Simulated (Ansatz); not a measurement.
# SrHfTe3 (built on the sites of a database entry of SrHfO3): a soft mode frozen in, part 2 of 2

Wanted: the energy along a soft mode of SrHfTe3 (built on the sites of a database entry of SrHfO3) and the structure at the end.

Ansatz 0.2.0; DFT PBEsol, scalar-relativistic, plane waves, norm-conserving pseudopotentials.

So far, highest frequency on the path or at a solved wavevector (cm⁻¹): step 2 (response at finite wavevector) 209. Also lowest frequency on the path (cm⁻¹): step 2 -72.1.

The structure was built from a prototype and need not be the compound's stable phase.

### 5. Energy along the mode, all amplitudes (two of the runs are shown above)

An imaginary frequency means negative curvature, so the energy should fall and then rise again as anharmonic terms take over.

Numbers from this step:

| Property | Result |
| --- | --- |
| depth at the lowest point sampled | 152.3 meV/atom |
| largest atomic shift at that point | 0.6 Å |

Energy from the parent against largest atomic shift:

| largest atomic shift (Å) | energy from the parent (meV/atom) |
| --- | --- |
| 0.000 | 0 |
| 0.040 | -1.37 |
| 0.080 | -5.41 |
| 0.140 | -15.9 |
| 0.220 | -36.4 |
| 0.320 | -69.3 |
| 0.450 | -114 |
| 0.600 | -152 |

Displacement at unit largest shift by atom:

| atom | x (Å) | y (Å) | z (Å) | size |
| --- | --- | --- | --- | --- |
| Sr1 | 0.000 | 0.000 | 0.000 | 0.000 |
| Sr2 | 0.000 | 0.000 | 0.000 | 0.000 |
| Hf3 | 0.000 | 0.000 | 0.000 | 0.000 |
| Hf4 | 0.000 | 0.000 | 0.000 | 0.000 |
| Te5 | 0.000 | -0.707 | -0.707 | 1.000 |
| Te6 | 0.000 | 0.707 | 0.707 | 1.000 |
| Te7 | 0.707 | 0.000 | 0.707 | 1.000 |
| Te8 | -0.707 | 0.000 | -0.707 | 1.000 |
| Te9 | 0.707 | -0.707 | 0.000 | 1.000 |
| Te10 | -0.707 | 0.707 | 0.000 | 1.000 |

The lowest of the steps tried is the last one, at 0.6 Å, 152 meV/atom below the parent; the bottom of the well need not coincide with a step.

### 6. Relaxing from the distorted cell

Starting from the lowest point found, all atoms and the cell are let go, so that strain and other modes of the same symmetry can join in.

Contents of input.yaml:

```yaml
crystal:
  lattice:
    - [5.5376898064, 5.5376898064, 0.0]
    - [5.5376898064, 0.0, 5.5376898064]
    - [5.5376898064, 0.0, -5.5376898064]
  atoms:
    - { symbol: Sr, position: [0.5, 0.25, 0.75] }
    - { symbol: Sr, position: [0.5, 0.75, 0.25] }
    - { symbol: Hf, position: [0.0, 0.0, 0.0] }
    - { symbol: Hf, position: [0.0, 0.5, 0.5] }
    - { symbol: Te, position: [-0.07661391, 0.25, 0.32661391] }
    - { symbol: Te, position: [0.07661391, 0.75, 0.67338609] }
    - { symbol: Te, position: [0.5, 0.82661391, 0.75] }
    - { symbol: Te, position: [0.5, 0.17338609, 0.25] }
    - { symbol: Te, position: [-0.07661391, 0.32661391, 0.82661391] }
    - { symbol: Te, position: [0.07661391, 0.67338609, 0.17338609] }
kpoints:
  mp_grid: { grid: [6, 6, 6] }
hamiltonian:
  xc: pbesol
  pseudopotentials: { kind: nc }
scf:
  occupations: { method: methfessel_paxton, width: 0.2 }
output:
  forces: true
  stress: true
  eigenvalues: true
relax:
  adjacent_minimum: "off"
  f_tol: 0.002
  max_steps: 120
  cell: { stress_tol: 0.03 }
```

The run is started by

```console
$ ansatz run input.yaml --threads 8 --pin off --max-ram 14336MiB --backend cpu --events-out ev --progress --plain --runs-dir out
```

Numbers of over 12 decimals in the logs are rounded to 6 here.

The program printed:

```text
[...]
Crystal: 10 atoms, lattice volume = 339.638 Å³
Basis set: ecut = 1120 eV, 28811 PW (Γ), exchange–correlation on 180×180×180 points (8 copies of the dense FFT grid, shifted against one another)
Bands: 84, of which v1, the nominal top of the filled ones, is band 70 counted from 1 (69 counted from 0)
Symmetry: 12 space group operations
[...]
k-points: 32 of 216
[...]
SCF iter   1: F=—  HF=-22020.575209 eV  |F-HF|=—  |Δ(HF+E_count)|=         —  Δρ=3.15e-2  dr2=5.22e0  ethr=3.10e-3  ⟨swp⟩=11.0  Hψ=13532  notcnv=0
[...]
SCF iter   9: F=-22018.823558 eV  HF=-22018.823558 eV  |F-HF|=1.83e-8  |Δ(HF+E_count)|=   7.65e-8  S|Δr|=    0.00e0  Δρ=4.36e-6  dr2=7.29e-8  ethr=7.14e-11  ⟨swp⟩=19.0  Hψ=17154  notcnv=0
SCF 1 converged in 9 iterations: F = -22018.823558 eV  dr2 = 7.29e-8
relax step   1: F+E_penalty+E_count = -22018.82355751 eV  Δ(F+E_penalty+E_count) = +0.000e0 eV  max|allowed force component| = 1.888e-1 eV/Å  Δτ_max = 0.0000 Å  P = -1.221 GPa  Ω = 339.638 Å³  (9 SCF iters, dr2 threshold 1.00e-7 eV, accepted)
Crystal: 10 atoms, lattice volume = 327.218 Å³
Basis set: ecut = 1120 eV, 27927 PW (Γ), exchange–correlation on 180×180×180 points (8 copies of the dense FFT grid, shifted against one another)
[...]
SCF iter   7: F=-22019.029791 eV  HF=-22019.029791 eV  |F-HF|=1.22e-8  |Δ(HF+E_count)|=   3.17e-7  S|Δr|=    0.00e0  Δρ=4.32e-6  dr2=9.60e-8  ethr=7.14e-10  ⟨swp⟩=12.7  Hψ=14825  notcnv=0
SCF 2 converged in 7 iterations: F = -22019.029791 eV  dr2 = 9.60e-8
relax step   2: F+E_penalty+E_count = -22019.02979134 eV  Δ(F+E_penalty+E_count) = -2.062e-1 eV  max|allowed force component| = 4.752e-2 eV/Å  Δτ_max = 0.1340 Å  P = -0.021 GPa  Ω = 327.218 Å³  energy of the carried Pulay correction = +1.191e-3 eV  (7 SCF iters, dr2 threshold 1.00e-6 eV, accepted)
Crystal: 10 atoms, lattice volume = 326.005 Å³
Basis set: ecut = 1120 eV, 27831 PW (Γ), exchange–correlation on 180×180×180 points (8 copies of the dense FFT grid, shifted against one another)
[...]
SCF iter   5: F=-22019.039412 eV  HF=-22019.039411 eV  |F-HF|=1.71e-7  |Δ(HF+E_count)|=   1.52e-7  S|Δr|=    0.00e0  Δρ=1.20e-5  dr2=5.47e-7  ethr=4.24e-10  ⟨swp⟩=11.8  Hψ=15344  notcnv=0
SCF 3 converged in 5 iterations: F = -22019.039412 eV  dr2 = 5.47e-7
relax step   3: F+E_penalty+E_count = -22019.03941159 eV  Δ(F+E_penalty+E_count) = -9.620e-3 eV  max|allowed force component| = 5.447e-3 eV/Å  Δτ_max = 0.0108 Å  P = +0.047 GPa  Ω = 326.005 Å³  energy of the carried Pulay correction = +1.311e-3 eV  (5 SCF iters, dr2 threshold 5.93e-7 eV, accepted)
[...]
relax step   4: F+E_penalty+E_count = -22019.03946529 eV  Δ(F+E_penalty+E_count) = -5.370e-5 eV  max|allowed force component| = 1.839e-3 eV/Å  Δτ_max = 0.0032 Å  P = -0.029 GPa  Ω = 326.319 Å³  energy of the carried Pulay correction = +1.280e-3 eV  (6 SCF iters, dr2 threshold 8.56e-9 eV, accepted)
[...]
relax step   5: F+E_penalty+E_count = -22019.03950357 eV  Δ(F+E_penalty+E_count) = -3.828e-5 eV  max|allowed force component| = 3.708e-5 eV/Å  Δτ_max = 0.0008 Å  P = +0.001 GPa  Ω = 326.180 Å³  energy of the carried Pulay correction = +1.293e-3 eV  (5 SCF iters, dr2 threshold 3.06e-9 eV, accepted)
[...]
SCF iter   5: F=-22019.038720 eV  HF=-22019.038720 eV  |F-HF|=1.09e-11  |Δ(HF+E_count)|=  2.18e-11  S|Δr|=    0.00e0  Δρ=1.08e-7  dr2=2.37e-11  ethr=1.00e-12  ⟨swp⟩=11.4  Hψ=15267  notcnv=0
SCF 6 converged in 5 iterations: F = -22019.038720 eV  dr2 = 2.37e-11
relax step   6: F+E_penalty+E_count = -22019.03871970 eV  Δ(F+E_penalty+E_count) = +7.839e-4 eV  max|allowed force component| = 3.467e-5 eV/Å  Δτ_max = 0.0000 Å  P = -0.004 GPa  Ω = 326.180 Å³  stress off target by 8.26e-3 GPa  SCF on the basis re-selected at this cell (its energy is not comparable with the rows above)  (5 SCF iters)
basis re-selected at this cell: Δ(F+E_penalty+E_count) = +7.839e-4 eV, ΔP = -0.004 GPa vs the last step (what re-selecting the basis moved, of the pressure what is left beyond the Pulay correction that the steps carried, after the strain that the cell walked since its last selection, with what the two solves' SCF thresholds leave and, on support functions, any second-order correction that the steps lacked; it is no m [...]
SCF converged after 5 iterations
[...]
Free energy (F): -22019.038720 eV
[...]
Internal energy: -22019.043567 eV  (E = F + TS)
E sigma→0 (E₀):  -22019.039931 eV
Entropy (-TS):   0.004847 eV (0.485 meV/atom)
Fermi energy:    9.232507 eV
[...]
--- Forces (eV/Å), atoms counted from 1 ---
  atom   1  Sr    -0.00000000    -0.00000000    -0.00000000
  atom   2  Sr     0.00000000     0.00000000     0.00000000
  atom   3  Hf    -0.00000000    -0.00000000    -0.00000000
  atom   4  Hf     0.00000000     0.00000000     0.00000000
  atom   5  Te     0.00000000     0.00003467     0.00003467
  atom   6  Te    -0.00000000    -0.00003467    -0.00003467
  atom   7  Te    -0.00003467     0.00000000    -0.00003467
  atom   8  Te     0.00003467    -0.00000000     0.00003467
  atom   9  Te    -0.00003467     0.00003467    -0.00000000
  atom  10  Te     0.00003467    -0.00003467     0.00000000
  max |Σ_I F_I| component: 2.78e-17 eV/Å
--- Stress (GPa, compression-positive) ---
       -0.003615      -0.002322       0.002322
       -0.002322      -0.003615       0.002322
        0.002322       0.002322      -0.003615
  P = ⅓ Tr σ = -0.0036 GPa (-0.036 kbar)
--- Band table (eV; the first three rows and the last of 32) ---
  k-point 0: bands = [... 66 lower, 8.2583, 8.6263, 8.6263, 9.1888, 9.3956, 9.4168, 9.4168, 10.7849, ... 10 higher]
  k-point 1: bands = [... 66 lower, 8.2792, 8.3357, 8.5580, 9.0831, 9.5568, 9.5676, 9.7116, 10.8003, ... 10 higher]
  k-point 2: bands = [... 66 lower, 8.2152, 8.2810, 8.5311, 8.7905, 9.8887, 9.9832, 10.0294, 10.7002, ... 10 higher]
  k-point 31: bands = [... 66 lower, 7.9209, 7.9209, 7.9209, 7.9209, 10.2143, 10.2143, 10.5938, 10.5938, ... 10 higher]
--- Relaxed structure (5 steps of the walk, 5 accepted, 1 SCFs on fresh bases) ---
  F+E_penalty+E_count = -22019.03871970 eV   max|allowed force component| = 3.467e-5 eV/Å   (the final SCF, on the basis selected at the relaxed cell)
  cell:  # Å, volume = 326.1800 Å³
    - [5.345047, 5.345047, 0.242488]
    - [5.587535, 0.0, 5.587535]
    - [5.345047, -0.242488, -5.345047]
  atoms:
    - { symbol: Sr, position: [0.500000, 0.25, 0.750000] }
    - { symbol: Sr, position: [0.500000, 0.75, 0.250000] }
    - { symbol: Hf, position: [-2.8388970943932005e-19, 0, 0] }
    - { symbol: Hf, position: [-1.734723475976807e-18, 0.5, 0.5] }
    - { symbol: Te, position: [-0.092658, 0.25, 0.342658] }
    - { symbol: Te, position: [0.092658, 0.750000, 0.657342] }
    - { symbol: Te, position: [0.5, 0.842658, 0.750000] }
    - { symbol: Te, position: [0.500000, 0.157342, 0.250000] }
    - { symbol: Te, position: [-0.092658, 0.342658, 0.842658] }
    - { symbol: Te, position: [0.092658, 0.657342, 0.157342] }
```

It took 3 min on 8 threads of Arm Neoverse V2, shared host; peak memory 6.3 GiB; 23 min of CPU time.

The steps of the relaxation:

| step | energy less that of the first step (eV) | largest force component (eV/Å) | pressure (GPa) | volume (Å³) |
| --- | --- | --- | --- | --- |
| 1 | 0.0000 | 0.1888 | -1.22 | 339.64 |
| 2 | -0.2062 | 0.0475 | -0.02 | 327.22 |
| 3 | -0.2159 | 0.0054 | 0.05 | 326.01 |
| 4 | -0.2159 | 0.0018 | -0.03 | 326.32 |
| 5 | -0.2159 | 0.0000 | 0.00 | 326.18 |
| 6* | -0.2152 | 0.0000 | 0.00 | 326.18 |

Relaxation steps marked * repeat the geometry before them on a plane-wave basis chosen anew for their cell, so energy and pressure can jump there.

The run keeps the 12 symmetry operations that it works with, so distortions that break them were not tested.

| conventional cell, symmetrised | before | after | change |
| --- | --- | --- | --- |
| a (Å) | 7.831 | 7.902 | +0.9 % |
| b (Å) | 7.831 | 7.902 | +0.9 % |
| c (Å) | 19.183 | 18.096 | -5.7 % |
| volume (Å³/atom) | 33.96 | 32.62 | -4.0 % |

The atoms that moved most (Å, as changes of fractional coordinates times the final cell):

| atom | dx | dy | dz | length |
| --- | --- | --- | --- | --- |
| Te5 | 0.000 | -0.090 | -0.090 | 0.127 |
| Te8 | -0.090 | 0.000 | -0.090 | 0.127 |
| Te6 | 0.000 | 0.090 | 0.090 | 0.127 |
| Te10 | -0.090 | 0.090 | 0.000 | 0.127 |
| Te9 | 0.090 | -0.090 | 0.000 | 0.127 |
| Te7 | 0.090 | 0.000 | 0.090 | 0.127 |

Final coordinates:

```xyz
10
Lattice="5.3450 5.3450 0.2425 5.5875 0.0000 5.5875 5.3450 -0.2425 -5.3450" Properties=species:S:1:pos:R:3 pbc="T T T"
Sr    8.0782    2.4907   -2.4907
Sr    8.1994    2.6119    2.9756
Hf    0.0000    0.0000    0.0000
Hf    5.4663   -0.1212    0.1212
Te    2.7331   -0.5784   -0.4571
Te    8.1994    0.3359    0.6996
Te   11.3897    2.4907    0.8208
Te    4.8879    2.6119   -0.3359
Te    5.9234   -0.6996   -2.6119
Te    5.0092    0.4571    2.8544
```

This step gave:

* pressure: -0.003615 GPa
* volume per atom: 32.62 Å³
* gap on the k-mesh: 0.1749 eV

The distorted start has space group R-3c; the relaxation ends in R-3c.

### 7. Outcome

```yaml
unstable_mode_of_the_parent: q = (-0.5, -0.5, -0.5), 72i cm⁻¹
depth_at_the_lowest_point_sampled: 152 meV/atom
largest_atomic_shift_at_that_point: 0.6 Å
space_group_reached_within_0p01_a: R-3c
energy_gained_over_the_parent_first_relaxation_on_the_mesh_of_the_frozen_mode: 174 meV/atom
volume_per_atom_phase_reached: 32.6 Å³
gap_on_the_k_mesh_phase_reached: 0.175 eV
```

In words: Along this mode the structure falls into R-3c, 174 meV/atom below the parent. At the parent's cell the well is 152.3 meV/atom deep on the steps tried, with its lowest point at a shift of 0.6 Å. That is the last step tried, so the steps alone don't bracket the bottom of the well. Relaxing atoms and cell changes the gain by +21.50 meV/atom against the lowest step (energies at zero smearing). The modes of the phase reached were not computed on this path. Of the 3 patterns followed to their end from this parent, this one ends 7.29 meV/atom above the lowest, Imma. Another end point lies within 1 meV/atom; how such a difference moves with mesh and cutoff was not tested. Each path keeps the symmetry of its pattern, so a lower phase may lie along a pattern not tried. With no gap, or one that is small against the smearing, the frequencies hang on the k mesh and the smearing, most of all near Kohn anomalies. A semilocal functional can close a gap that the real compound would have, so the metallic treatment may be an artefact of the level. Spin-orbit coupling is left out, which can matter for the heavy elements here. A phonon run warned that its eigensolver left some bands unconverged in a pass. The starting cell was built on a prototype and not taken from a measurement, so the phase need not exist.

[Logs are printed without paths, hosts, clocks, repeated set-up lines and the standing remarks that a program may print on its own settings, such as how far it seeks lower states.]

[Hosts, paths, dates, database ids (printed as entryN), source tags and the programs' standing remarks are cut or masked in the printed files.]
